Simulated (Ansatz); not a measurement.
# Work function of Rh(111): what the settings cost and change

Aim: the numerical settings behind the work function of Rh(111), with the cost of each.

Method: plane-wave DFT, PBE, Ansatz PAW, in Ansatz 0.2.0.

**What experiment says.**

For Rh (clean (111) face, a compiled value), “Anisotropic work function of elemental crystals” (2019, arxiv:1902.07811) quotes earlier work: work function (clean (111) face, a compiled value) 5.46 eV.

This is a report of a sequence of runs, with most program output left out.

**1. Starting point**

The cell holds 7 atoms: 7 Rh. Cell: a = 2.687 Å, b = 2.687 Å, c = 31.164 Å, α = 90.0°, β = 90.0°, γ = 60.0°. Vacuum lies along c.

**2. Slab, setting cutoff 200 eV**

A work function rests on the faint tail of the density, so the SCF threshold is tight. The cutoff is raised first; then mesh and smearing are varied at the default cutoff.

The input, input.yaml:

```yaml
crystal:
  lattice:
    - [2.6870057685, 0.0, 0.0]
    - [1.3435028843, 2.3270152556, 0.0]
    - [0.0, 0.0, 31.1635861375]
  atoms:
    - { symbol: Rh, position: [0.0, 0.0, 0.2887985985] }
    - { symbol: Rh, position: [0.3333333333, 0.3333333333, 0.3591990657] }
    - { symbol: Rh, position: [0.6666666667, 0.6666666667, 0.4295995328] }
    - { symbol: Rh, position: [0.0, 0.0, 0.5] }
    - { symbol: Rh, position: [0.3333333333, 0.3333333333, 0.5704004672] }
    - { symbol: Rh, position: [0.6666666667, 0.6666666667, 0.6408009343] }
    - { symbol: Rh, position: [0.0, 0.0, 0.7112014015] }
kpoints:
  mp_grid: { grid: [17, 17, 1] }
hamiltonian:
  xc: pbe
scf:
  occupations: { method: fermi_dirac, width: 0.1 }
  convergence: { dr2_threshold: 1.0e-09 }
efield:
  axis: 3
  dipole_correction: true
  ramp_position: 0.97
  ramp_width: 0.06
basis:
  ecutwfc: "200 eV"
output:
  write_potential: true
  write_density: true
  volumetric_format: npy
  elf: true
```

On the command line:

```
ansatz run input.yaml --threads 2 --pin off --max-ram 3072MiB --backend cpu --events-out ev --progress --plain --runs-dir out
```

Elapsed: 33 s, on 2 threads of Arm Neoverse N1, shared host; peak memory 0.42 GiB; 60 s of CPU time.

This step gave:

```
energy at zero smearing   : -44742.0389 eV
work function, upper face : 5.857 eV
```

Running mean over 2.194 Å of the planar mean; the ramp of the sawtooth is left out. The electron's electrostatic potential energy less the Fermi level by z:

z (Å), electron's electrostatic potential energy less the Fermi level (eV) and a bar from the least value:
```
        4        5.7 ##############################
        5        5.6 ##############################
        6        5.4 ##############################
        7        4.3 ############################
        8       -5.5 ############
        9      -12.6 #
       10      -12.9 
       11      -13.0 
       12      -13.1 
       13      -13.1 
       14      -13.1 
       15      -13.0 
       16      -13.0 
       17      -13.1 
       18      -13.1 
       19      -13.1 
       20      -13.0 
       21      -12.9 
       22      -12.7 #
       23       -7.6 #########
       24        3.7 ###########################
       25        5.4 #############################
       26        5.6 ##############################
       27        5.7 ##############################
```

Valence density in the ca plane at fractional y = 0.000, with atoms of Rh within 0.2 Å of it. It is the smooth field of the valence electrons, not physical close to the nuclei.

Values in units of 1e0 e/Å³, 5 rows by 16 columns, each cell a mean:
```
0.3 0.2 0.3 0.7 7.3 2.0 0.3 0.2 0.3 0.3 3.0 6.6 0.3 0.0 0.0 0.0
1.0 0.4 1.0 0.4 1.3 0.5 0.9 0.6 0.7 0.8 0.6 1.2 0.1 0.0 0.0 0.0
1.6 0.5 1.7 0.4 0.4 0.3 1.4 0.9 1.1 1.2 0.3 0.3 0.1 0.0 0.0 0.0
0.6 0.3 0.7 0.4 2.7 0.8 0.6 0.4 0.5 0.5 1.1 2.4 0.2 0.0 0.0 0.0
0.3 0.2 0.3 0.9 9.3 2.5 0.3 0.2 0.2 0.3 3.8 8.6 0.4 0.0 0.0 0.0
```
Columns run along c (16.0 Å, from fractional 0.36 to 0.87 of the cell), rows up along a (2.7 Å). Atoms in or near the plane, at fractional coordinates: Rh at (0.50, 0.00), Rh at (0.71, 0.00).

ELF in the ca plane at fractional y = 0.000, with atoms of Rh within 0.2 Å of it. It is the smooth field of the valence electrons, not physical close to the nuclei.

Ten even steps from '0' (0.00) to '9' (0.80), each cell a mean:
```
33211233324899723333211232324899731000000000
22122222223677522222122222223677521000000000
43222344222243222344222344222244221000000000
64322355323322332455322355323223331000000000
54222354223232232354222355223223221000000000
33222232222465322233222233222466421000000000
22222222324798623222222222224788631000000000
34211343325899732444211343324899741000000000
```
Columns run along c (16.0 Å, from fractional 0.36 to 0.87 of the cell), rows up along a (2.7 Å). Atoms in or near the plane, at fractional coordinates: Rh at (0.50, 0.00), Rh at (0.71, 0.00).

Electrostatic potential energy in the ca plane at fractional y = 0.000, with atoms of Rh within 0.2 Å of it. With pseudopotentials it is smooth inside the atoms' cores, unlike the true potential.

Values in eV, 5 rows by 16 columns, each cell a mean:
```
  8  10   7   0 -62 -17   8   9   9   8 -25 -56   6  13  14  14
 -5   6  -6   6  -9   4  -3   2   0  -1   2  -7  11  13  14  14
-15   3 -17   6   6   8 -12  -3  -7  -8   8   7  12  13  14  14
  1   8   0   5 -27  -1   2   5   4   3  -6 -24   9  13  14  14
  9  11   9  -2 -68 -22   9  10  10   9 -31 -63   4  13  14  14
```
Columns run along c (16.0 Å, from fractional 0.36 to 0.87 of the cell; values clipped at the 3rd and 97th percentile), rows up along a (2.7 Å). Atoms in or near the plane, at fractional coordinates: Rh at (0.50, 0.00), Rh at (0.71, 0.00).

The work function is 5.857 eV. The program marks this work function as in doubt.

**3. Slab**

Changes to input.yaml since step 2:

```diff
@@ -26,3 +26,3 @@
 basis:
-  ecutwfc: "200 eV"
+  ecutwfc: "300 eV"
 output:
@@ -31,2 +31 @@
   volumetric_format: npy
-  elf: true
```

Wall time 51 s (2 threads); peak memory 0.53 GiB.

The work function is 5.172 eV, -0.685 eV from the run “cutoff 200 eV”, at 1.5 times its CPU time.

**4. Run**

Changes to input.yaml since step 3:

```diff
@@ -26,3 +26,3 @@
 basis:
-  ecutwfc: "300 eV"
+  ecutwfc: "420 eV"
 output:
```

Wall time 70 s (2 threads); peak memory 0.72 GiB; 2.1 min of CPU time.

The work function is 5.165 eV, -0.692 eV from the run “cutoff 200 eV”, at 2.1 times its CPU time.

**5. Slab**

Changes to input.yaml since step 4:

```diff
@@ -26,3 +26,3 @@
 basis:
-  ecutwfc: "420 eV"
+  ecutwfc: "600 eV"
 output:
```

Elapsed: 2 min, on 2 threads; peak memory 1.1 GiB; 3.5 min of CPU time.

The work function is 5.165 eV, -0.000 eV from the run “cutoff 420 eV”, at 1.7 times its CPU time.

**6. Run**

Changes to input.yaml since step 5:

```diff
@@ -14,3 +14,3 @@
 kpoints:
-  mp_grid: { grid: [17, 17, 1] }
+  mp_grid: { grid: [3, 3, 1] }
 hamiltonian:
@@ -25,4 +25,2 @@
   ramp_width: 0.06
-basis:
-  ecutwfc: "600 eV"
 output:
```

The job ended after 11 s (2 threads; peak memory 0.41 GiB; 13 s of CPU time).

The work function is 5.006 eV, -0.159 eV from the run “cutoff 420 eV”, at 0.10 times its CPU time.

**7. Slab**

Changes to input.yaml since step 6:

```diff
@@ -14,3 +14,3 @@
 kpoints:
-  mp_grid: { grid: [3, 3, 1] }
+  mp_grid: { grid: [6, 6, 1] }
 hamiltonian:
```

The job ended after 16 s (2 threads; peak memory 0.45 GiB; 24 s of CPU time).

The work function is 5.151 eV, -0.015 eV from the run “cutoff 420 eV”, at 0.20 times its CPU time.

**8. Slab**

Changes to input.yaml since step 7:

```diff
@@ -14,3 +14,3 @@
 kpoints:
-  mp_grid: { grid: [6, 6, 1] }
+  mp_grid: { grid: [11, 11, 1] }
 hamiltonian:
```

Run time: 36 s. Hardware: 2 threads; peak memory 0.53 GiB; 60 s of CPU time.

The work function is 5.170 eV, +0.005 eV from the run “cutoff 420 eV”, at 0.48 times its CPU time.

**9. Slab**

Changes to input.yaml since step 8:

```diff
@@ -14,3 +14,3 @@
 kpoints:
-  mp_grid: { grid: [11, 11, 1] }
+  mp_grid: { grid: [26, 26, 1] }
 hamiltonian:
```

Elapsed: 2.3 min, on 2 threads; peak memory 1.1 GiB.

The work function is 5.163 eV, -0.003 eV from the run “cutoff 420 eV”, at 2.0 times its CPU time.

**10. Slab**

Changes to input.yaml since step 9:

```diff
@@ -14,3 +14,3 @@
 kpoints:
-  mp_grid: { grid: [26, 26, 1] }
+  mp_grid: { grid: [17, 17, 1] }
 hamiltonian:
@@ -18,3 +18,3 @@
 scf:
-  occupations: { method: fermi_dirac, width: 0.1 }
+  occupations: { method: gaussian, width: 0.05 }
   convergence: { dr2_threshold: 1.0e-09 }
```

Wall time 66 s (2 threads); peak memory 0.72 GiB.

The work function is 5.162 eV, -0.004 eV from the run “cutoff 420 eV”, at 0.93 times its CPU time.

**11. Run**

Changes to input.yaml since step 10:

```diff
@@ -18,3 +18,3 @@
 scf:
-  occupations: { method: gaussian, width: 0.05 }
+  occupations: { method: methfessel_paxton, width: 0.2 }
   convergence: { dr2_threshold: 1.0e-09 }
```

It took 66 s on 2 threads; peak memory 0.72 GiB; 1.9 min of CPU time.

The work function is 5.170 eV, +0.005 eV from the run “cutoff 420 eV”, at 0.93 times its CPU time.

**12. Slab**

Changes to input.yaml since step 11:

```diff
@@ -18,3 +18,3 @@
 scf:
-  occupations: { method: methfessel_paxton, width: 0.2 }
+  occupations: { method: fermi_dirac, width: 0.3 }
   convergence: { dr2_threshold: 1.0e-09 }
```

It took 84 s on 2 threads; peak memory 0.77 GiB; 2.4 min of CPU time.

The work function is 5.139 eV, -0.027 eV from the run “cutoff 420 eV”, at 1.2 times its CPU time.

**13. Run**

Changes to input.yaml since step 12:

```diff
@@ -18,3 +18,3 @@
 scf:
-  occupations: { method: fermi_dirac, width: 0.3 }
+  occupations: { method: cold, width: 0.1 }
   convergence: { dr2_threshold: 1.0e-09 }
```

Run time: 68 s. Hardware: 2 threads; peak memory 0.72 GiB; 2 min of CPU time.

The work function is 5.172 eV, +0.007 eV from the run “cutoff 420 eV”, at 0.95 times its CPU time.

**14. The series together**

Times are for 2 threads of Arm Neoverse N1, shared host. The runs compared:

```csv
no.,setting,"work function, upper face (eV)",time,memory (GiB)
1,cutoff 200 eV,5.857,33 s,0.42
2,cutoff 300 eV,5.172,51 s,0.53
3,cutoff 420 eV,5.165,70 s,0.72
4,cutoff 600 eV,5.165,2 min,1.1
5,mesh 3x3,5.006,11 s,0.41
6,mesh 6x6,5.151,16 s,0.45
7,mesh 11x11,5.170,36 s,0.53
8,mesh 26x26,5.163,2.3 min,1.1
9,Gaussian smearing 0.05 eV,5.162,66 s,0.72
10,methfessel_paxton smearing 0.2 eV,5.170,66 s,0.72
11,fermi_dirac smearing 0.3 eV,5.139,84 s,0.77
12,cold smearing 0.1 eV,5.172,68 s,0.72
```

**15. A changed input**

An input spoilt on purpose, to show how the run answers: it repeats the earlier run “cutoff 200 eV” with total_charge to 6, and scf.max_iter set to 80; its output block differs too.

Changes to input.yaml since step 13:

```diff
@@ -18,4 +18,5 @@
 scf:
-  occupations: { method: cold, width: 0.1 }
+  occupations: { method: fermi_dirac, width: 0.1 }
   convergence: { dr2_threshold: 1.0e-09 }
+  max_iter: 80
 efield:
@@ -25,2 +26,4 @@
   ramp_width: 0.06
+basis:
+  ecutwfc: "200 eV"
 output:
@@ -29 +32,2 @@
   volumetric_format: npy
+total_charge: 6
```

It took 0.03 s on 2 threads; peak memory 0.06 GiB.

The program refused the input before any cycle.

The program's message: “Error: efield: with total_charge ≠ 0 without external_charges — the saw-weighted dipole of a charged cell depends on the ramp position (the isolated-slab reference a dipole correction restores does no …”

The fault put into the input: a net charge in a cell with a dipole correction and no gate.

**16. Results**

```yaml
work_function_cutoff_200_ev: 5.857 eV
work_function_cutoff_420_ev: 5.165 eV
work_function_cutoff_600_ev: 5.165 eV
work_function_mesh_3x3: 5.006 eV
```

**Reading.** The run at the highest cutoff gives 5.17 eV, and the settings tried spread the value from 5.01 to 5.86 eV. Against 600 eV, a cutoff of 200 eV is off by +0.692 eV. Against 600 eV, a cutoff of 420 eV is off by +0.000 eV. Against the finest mesh, 26 points along a, the coarser ones are off by -0.16 (3), -0.01 (6) and +0.01 (11) eV. The smearing schemes and widths spread it over 0.03 eV. The program marks the value as in doubt in “cutoff 200 eV”. The ladder's slabs use the tabulated experimental lattice constant (two decimals; a low-temperature value for the alkali metals). In 1 run of the series (cutoff 200 eV) the program warns that electrons reach the sawtooth's ramp, which makes dipole and work function less sure.

Comparison with the measured values:

```
                                               quantity  measured    cutoff 600 eV
work function (clean (111) face, a compiled value) (eV)      5.46  5.17 (-0.29 eV)
```

Measured values from arxiv:1902.07811 (2019).

**Verdict.** The work function is off by -0.29 eV: fair agreement. The grades are ours: good and fair within 3 and 7 % for the work function. No cell relaxation is part of this session.

[Logs are printed without paths, hosts, clocks, repeated set-up lines and the standing remarks that a program may print on its own settings, such as how far it seeks lower states.]

[Hosts, paths, dates, database ids (printed as entryN), source tags and the programs' standing remarks are cut or masked in the printed files.]

[Maps of the electrostatic potential energy from Ansatz leave out the sawtooth potential of an applied field or a dipole correction, so their vacuum need not be flat; planar profiles and work functions include it.]
